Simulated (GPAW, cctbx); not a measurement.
# Bonding in ScAl3BIr3 as X-rays see it

Question: by how much does bonding change the X-ray structure factors of ScAl3BIr3, how firmly does DFT give the change, and what does a routine refinement make of it?

The cell comes from substitution in a known structure type and wasn't matched to any measured phase. All numbers below are calculated.

## Step 1: Relax the structure

The density hangs on the geometry, so cell and atoms are relaxed first, with the symmetry held. The cutoff is set higher than for the density because stress converges slowly with plane waves.

Settings: GPAW 26.7.0, PBE, 670 eV, 6×6×2 k-points (along the axes of the calculation cell), Fermi–Dirac width 0.1 eV, BFGS to 0.03 eV/Å.

```text
cell
1.0
     3.329000000    0.000000000    0.000000000
     0.000000000    3.361000000    0.000000000
     0.000000000    0.000000000    8.912000000
Ir Sc Al B
3 1 3 1
Direct
0.500000000 0.000000000 0.865800000
0.500000000 0.500000000 0.347400000
0.000000000 0.500000000 0.639400000
0.000000000 0.000000000 0.142400000
0.500000000 0.000000000 0.557900000
0.500000000 0.500000000 0.070400000
0.000000000 0.000000000 0.428500000
0.000000000 0.500000000 0.951300000
```

```console
$ OMP_NUM_THREADS=1 mpirun -n 4 gpaw python run.py > gpaw.log
```

```text
BFGS:    0      -47.680818        9.032528
BFGS:    1      -49.678220        5.499666
BFGS:    2      -51.100395        2.735709
BFGS:    3      -51.946232        1.953668
...
BFGS:   26      -53.141039        0.030818
BFGS:   27      -53.141109        0.031160
BFGS:   28      -53.141177        0.029536
cell  3.8841 3.4576 8.6977  90.00 90.00 90.00
volume 116.809 A^3, largest force 0.027 eV/A, largest stress 0.32 GPa
```

The cell moved far, while the k-mesh and basis were chosen for the start, so the final shape may be somewhat biased.

After 28 steps the volume has changed by +17.1 % and the energy by -5.460 eV; the largest stress left is 0.32 GPa. It took 21 min on 4 cores of Arm Neoverse V1 (shared host), peak memory 1.8 GiB.

Relaxed structure: Pmm2 (no. 25), a = 3.4576 Å, b = 3.8841 Å, c = 8.6977 Å, α = 90.00°, β = 90.00°, γ = 90.00°.

| atom | mult. | x | y | z |
| --- | --- | --- | --- | --- |
| Ir1 | 1 | 0 | 1/2 | 0.1251 |
| Ir2 | 1 | 1/2 | 1/2 | 0.6386 |
| Ir3 | 1 | 1/2 | 0 | 0.3425 |
| Sc1 | 1 | 0 | 0 | 0.8810 |
| Al1 | 1 | 0 | 1/2 | 0.3996 |
| Al2 | 1 | 1/2 | 1/2 | 0.9359 |
| Al3 | 1 | 0 | 0 | 0.5768 |
| B1 | 1 | 1/2 | 0 | 0.0974 |

## Step 2: Density and charge transfer

X-rays see the whole electron density, so the PAW density is rebuilt with its core regions. Subtracting spherical free atoms from the same code cancels the cores and leaves the deformation density Δρ, the part due to bonding.

Settings: PBE, 550 eV, 7×6×3 k-points (along the axes of the calculation cell), Fermi–Dirac width 0.1 eV; primitive cell of 8 atoms.

```console
$ OMP_NUM_THREADS=1 mpirun -n 4 gpaw python run.py > gpaw.log
```

```text
|iter:   1|       0s |  -53.422731 | +0.74 |       |
|iter:   2|       2s |  -53.287560 | -0.65 | -1.29 |
|iter:   3|       5s |  -53.100179 | -1.09 | -1.34 |
...
|iter:  14|      29s |  -53.093662c| -6.83 | -5.07c|
|iter:  15|      31s |  -53.093661c| -7.34 | -5.25c|
|iter:  16|      32s |  -53.093661c| -7.67c| -5.53c|
```

```text
grid (40, 48, 96)  electrons 296.000  moved by bonding 1.484 e
deformation density beyond 0.5 A of the nuclei: max 0.297, min -0.262 e/A^3
atom        x       y       z   Voronoi charge  moment
Ir1    0.0000  0.5000  0.1251     -0.002       0.00
Ir2    0.5000  0.5000  0.6386     -0.088       0.00
Ir3    0.5000  0.0000  0.3425      0.002       0.00
Sc4    0.0000  0.0000  0.8810      0.143       0.00
Al5    0.0000  0.5000  0.3995      0.039       0.00
Al6    0.5000  0.5000  0.9359     -0.002       0.00
Al7    0.0000  0.0000  0.5768      0.048       0.00
B 8    0.5000  0.0000  0.0974     -0.139       0.00
mean inner potential of superposed free atoms 26.168 V
total magnetic moment 0.000 muB
```

Deformation density in a plane through the shortest contact of the Ir atom at the origin, in 0.01 e/Å³ (clipped at ±99); x from -1.6 to 3.7 Å, y from 2.4 down to -2.4 Å:

```text
  0  -5   .   .   .  -1   6   7   0   .   .  -1  -1   2   4   2
  2  -2  -5  -5  -5  -1   3   1  -3  -7 -20  -7   2   6   4   1
  3   2   1   0   1   2   2   0  -4  -7  -6   0   5   5   3  -1
  3   4   4   4   3   1   0   0   0   0   1   3   5   4   1  -1
  2   2   1   0   0  -1  -5  -1   3   1  -2  -1   3   4   3   1
  0  -1  -6  -5   .   .  -7   2   9   5   .   .   3   7   6   3
 -1  -4  -8   5   .   . -21   7  17  14   .   .   8   8   7   3
  0  -1  -6  -5   .   .  -7   2   9   5   .   .   3   7   6   3
  2   2   1   0   0  -1  -5  -1   3   1  -2  -1   3   4   3   1
  3   4   4   4   3   1   0   0   0   0   1   3   5   4   1  -1
  3   2   1   0   1   2   2   0  -4  -7  -6   0   5   5   3  -1
  2  -2  -5  -5  -5  -1   3   1  -3  -7 -20  -7   2   6   4   1
  0  -5   .   .   .  -1   6   7   0   .   .  -1  -1   2   4   2
```

Atoms in or within 0.15 Å of the plane: Ir (0.0, 0.0), B (2.1, 0.0) Å. Dots mark points within about 0.45 Å of a nucleus; large values next to them are atomic features.

B gains most (-0.14 e) and Sc loses most (+0.14 e), in averages over each element's sites, which isn't the order of electronegativity: valence and coordination count too, and Voronoi cells cut space at the midplane whatever the atoms' sizes. Such charges fall far short of formal ones, since overlapping free atoms already put density on their neighbours. Along the shortest contact from the Ir atom at the map's origin, Ir–B at 2.13 Å, Δρ is +0.13 e/Å³ at the midpoint and highest, +0.17, 1.25 Å from Ir (points within 0.5 Å of a nucleus left out): a bond charge, the mark of covalency, pulled towards B. At the midpoints of other shortest contacts it is +0.09 (Ir–Al, 2.39 Å), +0.02 (Al–B, 2.40 Å), -0.01 (Al–Al, 2.48 Å) and +0.01 (Sc–B, 2.56 Å) e/Å³. Point values carry grid noise of about 0.01 e/Å³. The run needed 16 iterations, 43 s.

## Step 3: Structure factors

The Fourier components of Δρ, added to those of the free atoms, give the static X-ray structure factors; the Mott–Bethe relation turns them into the Fourier components V of the potential that fast electrons feel.

```text
static structure factors of the conventional cell: F in electrons, V (Mott-Bethe) in volts
   h  k  l      d  |F| table  |F| free   |F| DFT   change   |V| free  |V| DFT  change %
   0  0  1  8.6977    52.631    52.609    52.546   -0.062     1.499    1.667     11.2
   0  0  2  4.3488    57.277    57.219    57.156   -0.063     1.468    1.343     -8.6
   0  1  0  3.8841    60.312    60.330    60.374    0.044     2.172    2.146     -1.2
   0  1  1  3.5465    59.453    59.443    59.565    0.122     1.964    1.910     -2.7
   1  0  0  3.4576    45.927    45.888    46.109    0.221     0.991    0.887    -10.5
   1  0  1  3.2130   119.413   119.290   119.326    0.036     4.150    4.137     -0.3
   0  0  3  2.8992    71.532    71.503    71.882    0.378     3.093    2.990     -3.3
   0  1  2  2.8969   185.341   185.131   185.291    0.160     7.625    7.572     -0.7
   1  0  2  2.7064    63.027    62.988    63.041    0.054     2.262    2.240     -0.9
   1  1  0  2.5826    43.875    43.840    44.123    0.283     1.089    1.015     -6.8
   1  1  1  2.4757   178.690   178.518   178.491   -0.026     9.364    9.375      0.1
   0  1  3  2.3234    41.313    41.256    41.178   -0.078     1.625    1.649      1.5
   1  0  3  2.2216   181.625   181.395   181.155   -0.240     7.907    7.953      0.6
   1  1  2  2.2205    54.843    54.784    54.608   -0.177     2.029    2.062      1.6
```

The largest X-ray change is +0.38 e on 003, 0.5 % of |F|. For electrons V goes as (Z − F)/g², so a change of F counts against Z − F, which is small at low angle and wherever the atoms' terms cancel: |V| of 001 moves by +11.2 % (1.50 to 1.67 V) against -0.1 % in |F|. The last three rows still change by up to 0.24 e; the table stops while the angles are still low. The tabulated Hartree–Fock atoms differ from the free DFT atoms by up to 0.23 e, so the choice of reference atom matters too.

## Step 4: How cheap can the run be?

Cutoff and k-mesh: one is changed at a time, to find what the result needs.

| run | ΔF 003 (e) | ΔF 110 (e) | ΔF 100 (e) | q(B) (e) | moved (e) | time |
| --- | --- | --- | --- | --- | --- | --- |
| 550 eV 7×6×3 | +0.378 | +0.283 | +0.221 | -0.139 | 1.484 | 43 s |
| 250 eV 7×6×3 | +0.374 | +0.265 | +0.204 | -0.131 | 1.473 | 16 s |
| 350 eV 7×6×3 | +0.379 | +0.282 | +0.220 | -0.137 | 1.485 | 25 s |
| 750 eV 7×6×3 | +0.377 | +0.283 | +0.221 | -0.135 | 1.505 | 65 s |
| 550 eV 2×2×1 | +0.367 | +0.243 | +0.243 | -0.126 | 1.547 | 14 s |
| 550 eV 4×3×2 | +0.381 | +0.283 | +0.217 | -0.138 | 1.505 | 23 s |

Within 0.01 e of the base on all three: 550 eV 4×3×2, 350 eV 7×6×3 and 750 eV 7×6×3; the cheapest takes 0.54 of the base's time. The largest error, 0.040 e, comes with 550 eV 2×2×1. Times are from shared hosts.

## Step 5: Refining ordinary atoms against data with bonding

Routine crystallography fits spherical atoms. To see the bias, intensities are simulated from tabulated atoms plus the DFT change ΔF, so that bonding alone can misfit (3924 reflections of the full sphere, merged to the counts below, to 0.5 Å, 1 % proportional noise plus counting noise, assumed isotropic U as listed, Δρ smeared by the mean U) and refined with cctbx over different ranges.

| range | data | R1 | GooF | U Ir1 (true 0.0048) | U Ir2 (true 0.0048) | U Ir3 (true 0.0048) | U Sc1 (true 0.0079) | largest shift (Å) | Δρ max, min (e/Å³) |
| --- | --- | --- | --- | --- | --- | --- | --- | --- | --- |
| all data | 1189 | 0.0053 | 0.96 | 0.0048 | 0.0048 | 0.0048 | 0.0080 | 0.0010 | 0.57, -0.53 |
| low resolution, d > 0.84 | 284 | 0.0045 | 0.99 | 0.0048 | 0.0047 | 0.0048 | 0.0080 | 0.0023 | 0.30, -0.27 |
| high order, d < 0.75 | 802 | 0.0059 | 0.95 | 0.0048 | 0.0048 | 0.0048 | 0.0080 | 0.0017 | 0.52, -0.43 |
| occupancies free, d > 0.7 | 464 | 0.0047 | 0.99 | 0.0048 | 0.0047 | 0.0048 | 0.0077 | 0.0008 | 0.45, -0.37 |

With all data GooF is 0.96, so at this noise the bonding hardly shows; the top residual peak lies 1.16 Å from Ir and 1.59 Å from Al. No U is off by more than 3 s.u. at low resolution. With Ir1 held at 1 and the scale free, the other occupancies refine to Ir2 1.000(0.001), Ir3 1.000(0.001), Sc1 1.000(0.006) and Al1 1.000(0.008), within three s.u. of full.

## Step 6: Answer

Bonding moves 1.48 e in the primitive cell of ScAl3BIr3 and changes the structure factors of the conventional cell in the table above by at most 0.38 e (003, 0.5 %), and among reflections above 2 % of the strongest by up to 0.6 % (110). The shortest bond, Ir–B, has Δρ = +0.13 e/Å³ at its midpoint, a covalent bond charge. Within 0.01 e of the base on all three: 550 eV 4×3×2, 350 eV 7×6×3 and 750 eV 7×6×3; the cheapest takes 0.54 of the base's time. The largest error, 0.040 e, comes with 550 eV 2×2×1. With all data GooF is 0.96, so at this noise the bonding hardly shows. Limits: static density, frozen cores, no spin–orbit coupling.

[Outputs are excerpts: Python notices, other lines and further rows are left out; steps that failed or that the build refused (PBEsol, TPSS) are not shown.]

[Logs are printed without paths, hosts, clocks, repeated set-up lines and the standing remarks that a program may print on its own settings, such as how far it seeks lower states.]
